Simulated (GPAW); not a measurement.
## C (Diamond, Fd-3m): the C K absorption edge

What does one-electron theory with a core hole give for the C K edge of C (Diamond, Fd-3m)?

Main program and level: GPAW 26.7.0; X-ray absorption from dipole matrix elements to empty bands, plane-wave PAW LDA.

**1. The structure**

The structure is cubic, space group Fd-3m (No. 227). The conventional cell has a = 3.567 Å, b = 3.567 Å, c = 3.567 Å, α = 90.00°, β = 90.00°, γ = 90.00°. Nearest to C lie 4 C at 1.54 Å.

**2. The field without a hole**

A plain self-consistent run shows whether there is a gap, which decides the set-up of the core-hole run.

File scf.py:

```python
import numpy as np
from ase import Atoms
from ase.parallel import parprint, paropen
from gpaw import GPAW, PW, FermiDirac, Mixer, MixerDif, setup_paths
from gpaw.test import gen
setup_paths.insert(0, '.')
gen('C', name='nch1s', xcname='LDA', corehole=(1, 0, 0), write_xml=True)

atoms = Atoms('C2',
    cell=[[0, 1.78337, 1.78337],
     [1.78337, 0, 1.78337],
     [1.78337, 1.78337, 0]],
    scaled_positions=[[0.75, 0.75, 0.75],
     [0.5, 0.5, 0.5]],
    pbc=True)
atoms.calc = calc = GPAW(legacy_gpaw=True, mode=PW(430), xc='LDA', setups={0: 'nch1s'},
    kpts={'size': (12, 12, 12), 'gamma': True}, occupations=FermiDirac(0.05),
    charge=0, mixer=Mixer(0.1, 5, 50), maxiter=150,
    convergence={'density': 0.0001}, txt='scf.txt')
energy = atoms.get_potential_energy() + calc.get_reference_energy()
ef = calc.get_fermi_level()
out = dict(energy=energy, fermi=ef, forces=atoms.get_forces().tolist())
parprint(f'all-electron energy {energy:.4f} eV, Fermi level {ef:.4f} eV')
ev = np.array([[calc.get_eigenvalues(k, s) for k in range(len(calc.get_ibz_k_points()))] for s in range(calc.get_number_of_spins())])
out['homo'], out['lumo'], out['counts'] = ev[ev < ef].max(), ev[ev > ef].min(), sorted(set((ev < ef).sum((0, 2)).tolist()))
out['filled'] = (ev[:, 0] < ef).sum(1).tolist()
import json
with paropen('out.json', 'w') as f:
    json.dump(out, f)
```

The run is started by

```bash
$ OMP_NUM_THREADS=1 python scf.py
```

Numbers of over 12 decimals in the logs are rounded to 6 here.

Output:

```text
Input parameters:
  convergence: {density: 0.0001}
  kpts: {gamma: True,
         size: (12, 12, 12)}
  maxiter: 150
  mixer: {backend: pulay,
          beta: 0.1,
          method: separate,
          nmaxold: 5,
          weight: 50}
  mode: {ecut: 430.0,
         name: pw}
  occupations: {fixmagmom: False,
                name: fermi-dirac,
                width: 0.05}
  setups: {0: nch1s}

Initialize ...

[... PAW data sets ...]

Reference energy: -2037.605085  # eV

Spin-paired calculation

[... convergence settings ...]
Symmetries present (total): 24
  [... symmetry matrices ...]

1728 k-points: 12 x 12 x 12 Monkhorst-Pack grid + [1/24,1/24,1/24]
72 k-points in the irreducible part of the Brillouin zone
       k-points in crystal coordinates                weights
   0:    -0.00000000   -0.00000000   -0.00000000          1/1728
   1:     0.08333333    0.08333333   -0.00000000          6/1728
   2:     0.08333333    0.08333333    0.08333333          8/1728
   3:     0.16666667    0.08333333    0.08333333         12/1728
   4:     0.16666667    0.16666667   -0.00000000          6/1728
   5:     0.16666667    0.16666667    0.08333333         24/1728
   6:     0.16666667    0.16666667    0.16666667          8/1728
   7:     0.25000000    0.16666667    0.08333333         24/1728
   8:     0.25000000    0.16666667    0.16666667         24/1728
   9:     0.25000000    0.25000000   -0.00000000          6/1728
          ...
  71:     0.50000000    0.50000000    0.50000000          4/1728

Wave functions: Plane wave expansion
  Cutoff energy: 430.000 eV
  Number of coefficients (min, max): 218, 259
  Pulay-stress correction: 0.000000 eV/Ang^3 (de/decut=0.000000)
  Using FFTW library
  Wavefunction extrapolation:
    Improved wavefunction reuse through dual PAW basis

Occupation numbers: Fermi-Dirac:
  width: 0.0500  # eV

Eigensolver
   Davidson(niter=2)

Densities:
  Coarse grid: 14*14*14 grid
  Fine grid: 28*28*28 grid
  Total Charge: 0.000000

Density mixing:
  Method: separate
  Backend: pulay
  Linear mixing parameter: 0.1
  old densities: 5
  Width of damping distribution: 1.1
  Damping of long wavelength oscillations: 50

[... Hamiltonian set-up ...]
Number of atoms: 2
Number of atomic orbitals: 8
Number of bands in calculation: 8
Number of valence electrons: 8
Bands to converge: occupied

... initialized

Initializing position-dependent things.

Density initialized from atomic densities
Creating initial wave functions:
  8 bands from LCAO basis set

          C
       C

Atomic positions and initial magnetic moments

Positions:
   0 C      2.675055    2.675055    2.675055    ( 0.0000,  0.0000,  0.0000)
   1 C      1.783370    1.783370    1.783370    ( 0.0000,  0.0000,  0.0000)

Unit cell:
           periodic     x           y           z      points  spacing
  1. axis:    yes    0.000000    1.783370    1.783370    14     0.1471
  2. axis:    yes    1.783370    0.000000    1.783370    14     0.1471
  3. axis:    yes    1.783370    1.783370    0.000000    14     0.1471

  Lengths:   2.522066   2.522066   2.522066
  Angles:   60.000000  60.000000  60.000000

Effective grid spacing dv^(1/3) = 0.1605

iter:   1   -20.792300
iter:   2   -20.632482   -2.49  -0.83
iter:   3   -20.193675   -1.11  -0.88
iter:   4   -20.157799   -3.03  -1.48
iter:   5   -20.157215   -2.85  -1.77
iter:   6   -20.154357c  -3.52  -2.04
iter:   7   -20.154236c  -5.48  -2.67
iter:   8   -20.154225c  -5.95  -3.31
iter:   9   -20.154225c  -8.18c -4.95c

Converged after 9 iterations.

Dipole moment: (2.122775, 2.122775, 2.122775) |e|*Ang

Energy contributions relative to reference atoms: (reference = -2037.605085)

Kinetic:        +15.995469
Potential:      -14.911604
External:        +0.000000
XC:             -21.246848
Entropy (-ST):   -0.000000
Local:           +0.008759
SIC:             +0.000000
--------------------------
Free energy:    -20.154225
Extrapolated:   -20.154225

Showing only first 2 kpts
 Kpt  Band  Eigenvalues  Occupancy
  0     2     11.80014    2.00000
  0     3     11.80014    2.00000
  0     4     17.35711    0.00000
  0     5     17.35711    0.00000

  1     2     10.90360    2.00000
  1     3     11.23513    2.00000
  1     4     17.17510    0.00000
  1     5     18.48673    0.00000

Fermi level: 12.98234

Gap: 4.135 eV
Transition (v -> c):
  (s=0, k=0, n=3, [-0.00, -0.00, -0.00]) -> (s=0, k=18, n=4, [0.33, 0.33, -0.00])
Direct/indirect transitions are different
Direct gap: 5.557 eV
Transition at: (s=0, k=0, n=3, [-0.00, -0.00, -0.00])

Forces in eV/Ang:
  0 C     0.00000   -0.00000   -0.00000
  1 C     0.00000   -0.00000    0.00000
Scalar-relativistic atomic LDA calculation for C (Carbon, Z=6)
Core hole in 1s state (1s occupation: 2.0)
300 radial gridpoints.
|------------------------------------------------|
|------------------------------------------------|
[... the atom generator's iteration count ...]

Energy contributions:
-------------------------
Kinetic:      +37.233774
XC:            -4.729621
Potential:    -69.944456
-------------------------
Total:        -37.440303

state      eigenvalue         ekin         rmax
-----------------------------------------------
1s^2.0 :    -9.951671    15.733548        0.175
2s^2.0 :    -0.501207     1.649369        1.216
2p^2.0 :    -0.198967     1.233970        1.191
-----------------------------------------------
(units: Bohr and Hartree)

Generating PAW setup
Kinetic energy of the core from tauc = 31.481335
Cutoffs:
rc(s)=1.200
rc(p)=1.200
rc(d)=1.200
rc(vbar)=1.080
rc(comp)=1.200
rc(nct)=1.200

Kinetic energy of the core states: 31.467096
Charge: 0.0
Core electrons: 2.0
Valence electrons: 4.0
Pseudo-core charge: 0.032813
Shape function alpha=6.944
Pseudo-electron charge 4.032078
state    eigenvalue         norm
--------------------------------
2s(2) :    -0.501207     1.045313
*s    :     0.498793
2p(2) :    -0.198967     0.954320
*p    :     0.801033
*d    :     0.000000
--------------------------------

Diagonalizing with gridspacing h=0.050

state   all-electron     PAW
-------------------------------
2s:      -0.501207    -0.501829
2p:      -0.198967    -0.199729
*d:                    0.045938
*f:                    0.074849
-------------------------------
all-electron energy -2057.7593 eV, Fermi level 12.9823 eV
```

It took 6.4 s on 1 thread of Arm Neoverse V1, shared host; peak memory 0.13 GiB.

The mesh shows a gap of 4.13 eV, so the hole is first treated in a charged cell, without the excited electron.

**3. Spectrum without a core hole, C atom 1**

This cheap baseline ignores the attraction of the hole: it shows the absorber's empty states as they are in the ground state. The data set with a hole of occupation 0 only carries the core orbital.

The absorber has 4 C at 1.54 Å (tetrahedral, site symmetry -43m).

File xas.py:

```python
import numpy as np
from ase import Atoms
from ase.parallel import parprint, paropen
from gpaw import GPAW, PW, FermiDirac, Mixer, MixerDif, setup_paths
from gpaw.test import gen
setup_paths.insert(0, '.')
gen('C', name='nch1s', xcname='LDA', corehole=(1, 0, 0), write_xml=True)

atoms = Atoms('C2',
    cell=[[0, 1.78337, 1.78337],
     [1.78337, 0, 1.78337],
     [1.78337, 1.78337, 0]],
    scaled_positions=[[0.75, 0.75, 0.75],
     [0.5, 0.5, 0.5]],
    pbc=True)
atoms.calc = calc = GPAW(legacy_gpaw=True, mode=PW(430), xc='LDA', setups={0: 'nch1s'},
    kpts={'size': (12, 12, 12), 'gamma': True}, occupations=FermiDirac(0.02),
    charge=0, mixer=Mixer(0.1, 5, 50), maxiter=150,
    convergence={'density': 0.0001}, txt='scf.txt')
energy = atoms.get_potential_energy() + calc.get_reference_energy()
ef = calc.get_fermi_level()
out = dict(energy=energy, fermi=ef, forces=atoms.get_forces().tolist())
parprint(f'all-electron energy {energy:.4f} eV, Fermi level {ef:.4f} eV')
ev = np.array([[calc.get_eigenvalues(k, s) for k in range(len(calc.get_ibz_k_points()))] for s in range(calc.get_number_of_spins())])
out['homo'], out['lumo'], out['counts'] = ev[ev < ef].max(), ev[ev > ef].min(), sorted(set((ev < ef).sum((0, 2)).tolist()))
out['filled'] = (ev[:, 0] < ef).sum(1).tolist()

from gpaw.xas import XAS
nb = int(calc.get_number_of_electrons() / 2) + 10
top = nb
nscf = calc.fixed_density(kpts={'size': (11, 11, 11), 'gamma': True},
    convergence={'eigenstates': 1.0}, txt='nscf.txt')
nscf.diagonalize_full_hamiltonian(nbands=nb)
cell = atoms.cell.array
ops = [cell.T @ U.T @ np.linalg.inv(cell.T) for U in nscf.wfs.kd.symmetry.op_scc]
filled = [4]  # bands filled in the ground state, by spin
E = np.arange(-25, 34, 0.1)
fwhm = np.interp(E, [4, 25], [0.9, 3.5])
Y, X, zero, highest = 0, 0, 1e9, 1e9
for spin in range(nscf.get_number_of_spins()):
    xas = XAS(nscf, mode='all', center=0, spin=spin)
    eps = xas.eps_kn
    d = xas.sigma_cmkn  # core-to-band dipole matrix elements, k weights included
    T = np.einsum('amkn,bmkn->abkn', d, d.conj()).real
    T = sum(np.einsum('ai,ijkn,bj->abkn', R, T, R) for R in ops) / len(ops)
    empty = np.ones_like(eps, bool) & (np.arange(nb) >= filled[spin])
    zero, highest = min(zero, eps[empty].min()), min(highest, eps[:, top - 1].min())
    lines = [(eps, T, empty)] if spin == 0 else lines + [(eps, T, empty)]
for eps, T, empty in lines:
    f = np.einsum('aakn->akn', T).reshape(3, -1)
    x = eps.ravel() - zero
    w = np.interp(x, E, fwhm) / 2.35482
    g = np.exp(-0.5 * ((E[:, None] - x) / w) ** 2) / (w * (2 * np.pi) ** 0.5)
    Y = Y + (f * empty.ravel()) @ g.T
    X = X + (f * ~empty.ravel()) @ g.T
out.update(E=E.round(2).tolist(), xas=Y.tolist(), xes=X.tolist(), zero=zero, valid=highest - zero, nk=len(eps), nb=nb)
for i in range(0, len(E), 10):
    parprint(f'{E[i]:7.2f}', *(f'{v:10.3e}' for v in Y[:, i]))
import json
with paropen('out.json', 'w') as f:
    json.dump(out, f)
```

The run is started by

```bash
$ OMP_NUM_THREADS=1 python xas.py
```

Output:

```text
Input parameters:
  convergence: {density: 0.0001}
  kpts: {gamma: True,
         size: (12, 12, 12)}
  maxiter: 150
  mixer: {backend: pulay,
          beta: 0.1,
          method: separate,
          nmaxold: 5,
          weight: 50}
  mode: {ecut: 430.0,
         name: pw}
  occupations: {fixmagmom: False,
                name: fermi-dirac,
                width: 0.02}
  setups: {0: nch1s}

Initialize ...

[...]
*p    :     0.801033
*d    :     0.000000
--------------------------------

Diagonalizing with gridspacing h=0.050

state   all-electron     PAW
-------------------------------
2s:      -0.501207    -0.501829
2p:      -0.198967    -0.199729
*d:                    0.045938
*f:                    0.074849
-------------------------------
all-electron energy -2057.7593 eV, Fermi level 12.8323 eV
[...]
32.00  5.000e-05  5.000e-05  5.000e-05
  33.00  6.201e-05  6.201e-05  6.201e-05
[key lines of the parts left out:]
Converged after 9 iterations.
Dipole moment: (2.122775, 2.122775, 2.122775) |e|*Ang
Free energy:    -20.154225
Fermi level: 12.83234
```

The job ended after 11 s (1 thread; peak memory 0.14 GiB).

The C K spectrum, C atom 1, no core hole (energy from the lowest empty level; intensity scaled to a mean of 1 over the first 20 eV):

```
E (eV)  intensity
  -2.0       0.00
  -1.5       0.00
  -1.0       0.00
  -0.5       0.01
   0.0       0.04
   0.5       0.12
   1.0       0.26
   1.5       0.43
   2.0       0.58
   2.5       0.75
   3.0       0.86
   3.5       1.06
   4.0       1.49
   4.5       1.51
   5.0       1.53
   5.5       1.24
   6.0       0.98
   6.5       1.10
   7.0       1.24
   7.5       1.18
   8.0       1.10
   8.5       1.26
   9.0       1.56
   9.5       1.72
  10.0       1.72
  10.5       1.64
  11.0       1.45
  11.5       1.09
  12.0       0.69
  12.5       0.41
  13.0       0.29
  13.5       0.30
  14.0       0.39
  14.5       0.51
  15.0       0.67
  15.5       0.84
  16.0       1.00
  16.5       1.14
  17.0       1.23
  17.5       1.28
  18.0       1.29
  18.5       1.26
  19.0       1.19
  19.5       1.07
  20.0       0.93
  20.5       0.78
  21.0       0.65
```

Main maxima below 20 eV (height): 4.2 eV (1.54), 4.9 eV (1.53), 7.1 eV (1.24), 9.7 eV (1.73) and 17.9 eV (1.29). A K edge sees empty p states; a tetrahedral site has σ* states alone, so there is no π* peak.

The same matrix elements for filled bands give the C K emission of C atom 1 (ground-state approximation; energy from the lowest empty level, largest value 1):

```
E (eV)  emission
-24.00      0.01
-23.25      0.02
-22.50      0.03
-21.75      0.04
-21.00      0.05
-20.25      0.06
-19.50      0.08
-18.75      0.07
-18.00      0.08
-17.25      0.10
-16.50      0.17
-15.75      0.22
-15.00      0.29
-14.25      0.21
-13.50      0.25
-12.75      0.42
-12.00      0.48
-11.25      0.57
-10.50      0.82
 -9.75      0.82
 -9.00      1.00
 -8.25      0.83
 -7.50      0.92
 -6.75      0.71
 -6.00      0.45
 -5.25      0.29
 -4.50      0.13
 -3.75      0.02
 -3.00      0.00
 -2.25      0.00
 -1.50      0.00
 -0.75      0.00
  0.00      0.00
  0.75      0.00
  1.50      0.00
  2.25      0.00
  3.00      0.00
```

Emission maxima: -15.2 eV (0.31), -9.0 eV (1.00) and -7.6 eV (0.92).

**4. Reference energy of the supercell**

The photon energy needs a difference of total energies, so the cell and mesh of the coming hole run are first run without a hole.

Edit scf.py of step 2 so:

```diff
@@ -8,11 +8,25 @@
 
-atoms = Atoms('C2',
-    cell=[[0, 1.78337, 1.78337],
-     [1.78337, 0, 1.78337],
-     [1.78337, 1.78337, 0]],
-    scaled_positions=[[0.75, 0.75, 0.75],
-     [0.5, 0.5, 0.5]],
+atoms = Atoms('C16',
+    cell=[[0, 3.56674, 3.56674],
+     [3.56674, 0, 3.56674],
+     [3.56674, 3.56674, 0]],
+    scaled_positions=[[0.375, 0.375, 0.375],
+     [0.375, 0.375, 0.875],
+     [0.375, 0.875, 0.375],
+     [0.875, 0.375, 0.375],
+     [0.375, 0.875, 0.875],
+     [0.875, 0.375, 0.875],
+     [0.875, 0.875, 0.375],
+     [0.875, 0.875, 0.875],
+     [0.25, 0.25, 0.25],
+     [0.25, 0.25, 0.75],
+     [0.25, 0.75, 0.25],
+     [0.75, 0.25, 0.25],
+     [0.25, 0.75, 0.75],
+     [0.75, 0.25, 0.75],
+     [0.75, 0.75, 0.25],
+     [0.75, 0.75, 0.75]],
     pbc=True)
 atoms.calc = calc = GPAW(legacy_gpaw=True, mode=PW(430), xc='LDA', setups={0: 'nch1s'},
-    kpts={'size': (12, 12, 12), 'gamma': True}, occupations=FermiDirac(0.05),
+    kpts={'size': (5, 5, 5), 'gamma': True}, occupations=FermiDirac(0.02),
     charge=0, mixer=Mixer(0.1, 5, 50), maxiter=150,
```

The run is started by

```bash
$ OMP_NUM_THREADS=1 python scf.py
```

Output:

```text
Input parameters:
  convergence: {density: 0.0001}
  kpts: {gamma: True,
         size: (5, 5, 5)}
  maxiter: 150
  mixer: {backend: pulay,
          beta: 0.1,
          method: separate,
          nmaxold: 5,
          weight: 50}
  mode: {ecut: 430.0,
         name: pw}
  occupations: {fixmagmom: False,
                name: fermi-dirac,
                width: 0.02}
  setups: {0: nch1s}

Initialize ...

[...]
2s(2) :    -0.501207     1.045313
*s    :     0.498793
2p(2) :    -0.198967     0.954320
*p    :     0.801033
*d    :     0.000000
--------------------------------

Diagonalizing with gridspacing h=0.050

state   all-electron     PAW
-------------------------------
2s:      -0.501207    -0.501829
2p:      -0.198967    -0.199729
*d:                    0.045938
*f:                    0.074849
-------------------------------
all-electron energy -16462.0746 eV, Fermi level 12.8535 eV
[key lines of the parts left out:]
Converged after 11 iterations.
Dipole moment: (16.981118, 16.981118, 16.981118) |e|*Ang
Free energy:   -161.233980
Fermi level: 12.85355
```

Wall time 44 s (1 thread); peak memory 0.26 GiB.

Reference energy: -16462.075 eV with the cores included.

(Continued in part 2 of 2.)

[Banner, clock and machine lines of the logs are left out without a mark of their own.]

[Logs are printed without paths, hosts, clocks, repeated set-up lines and the standing remarks that a program may print on its own settings, such as how far it seeks lower states.]

[Hosts, paths, dates, database ids (printed as entryN), source tags and the programs' standing remarks are cut or masked in the printed files.]

[Lists of maxima count a maximum above −3 eV only where it reaches 4 % of the highest in the window and stands out from its surroundings by 2 % of it (1.5 % where it reaches 55 %); shoulders and weaker maxima are passed over, and of the rest the first, up to two pre-edge ones and the few strongest are named.]
